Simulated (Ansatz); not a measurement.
# Static equation of state of glassy 70SiO2-12CaO-18Li2O (mol %) (95 atoms)

Density of this cell: 2.37 g/cm³. The cell holds 95 atoms: 23 Si, 4 Ca, 12 Li and 56 O. Its edges and angles: a = 10.884 Å, b = 10.712 Å, c = 10.753 Å, α = 90.2°, β = 91.1°, γ = 89.8°. The starting structure: 95 atoms (23 Si, 4 Ca, 12 Li, 56 O) placed at random at 2.37 g/cm³, melted at 4000 K for 10 ps at fixed volume with the Morse and Coulomb pair potential with partial charges (Pedone, Malavasi, Menziani, Cormack and Segre, J. Phys. Chem. B 110, 11780 (2006)). Quenched from 4000 K to 300 K at 50 K/ps and fixed volume, held 10 ps at zero pressure, then minimised at fixed cell.

Calculated with Ansatz 0.2.0: Kohn-Sham DFT, revPBE, PAW (set soft_2), plane waves; cutoff 420 eV, Γ point, fixed occupations. Cell and atoms were relaxed first, to V0 = 13.195 Å³ an atom at a residual P0 = 0.024 GPa. The cell was then scaled evenly, and the atoms were relaxed at each volume.

| volume (Å³/atom) | pressure (GPa) |
| --- | --- |
| 11.876 | ? |
| 12.403 | 3.158 |
| 12.799 | 1.528 |
| 13.591 | -1.247 |
| 13.987 | -2.174 |

Task: Fit the third-order Birch–Murnaghan equation to the rows given and extrapolate to the withheld row.

**Working.**

Take the Eulerian strain f = ½[(V0/V)^(2/3) − 1] and the normalised pressure F = (P − P0) / [3f(1 + 2f)^(5/2)]. The third-order Birch–Murnaghan equation is then the line F = B0 + (3/2)B0(B′ − 4) f, so u = f and v = F.

```
      u = f  v = F (GPa)
  0.0210567      44.7531
  0.0102567      46.4669
-0.00975665      45.5871
 -0.0190503      42.3745
```

With n = 4: mean u = 6.2660e-4, mean v = 44.7954, Σ(u − ū)² = 0.0010051, Σ(u − ū)(v − v̄) = 0.054649. Slope b = 0.054649 / 0.0010051 = 54.370; intercept a = v̄ − b ū = 44.761.

So B0 = a = 44.8 GPa and B′ = 4 + 2b/(3a) = 4.81. At the withheld volume f = 0.03638, F = a + b f = 46.74 GPa, and P = P0 + 3f(1 + 2f)^(5/2) F.

Prediction at 11.876: 6.104 GPa. The run gave 5.848 GPa, so the fit is high by 0.26 GPa (4.4 % of the value).

The series isn't one smooth equation of state: even a line fitted to all rows, the withheld one included, misses F by up to 4.0 %, the count of bonds changes along the series and an atom moves over 0.5 Å in some relaxation. B0 and B′ are then only the numbers of this fit, not moduli of the material. Among the rows given, the largest miss of the fit is at 12.403, by 0.081 GPa (1.0 % of the range of the table).

Limits: Static cells at zero temperature; the cell shape is held. The program notes that the SCF threshold of these relaxations is loose for the stress. The quench rate of 50 K/ps is many orders above laboratory rates, so the cell is likely richer in defects and strain than a real sample. The network of bonds at the start is that of the classical potential that made the cell, and needn't be the one that DFT or experiment would give. Only the Γ point is sampled, in a cell whose shortest periodic width is 11 Å.

[Logs are printed without paths, hosts, clocks, repeated set-up lines and the standing remarks that a program may print on its own settings, such as how far it seeks lower states.]

[Hosts, paths, dates, database ids (printed as entryN), source tags and the programs' standing remarks are cut or masked in the printed files.]
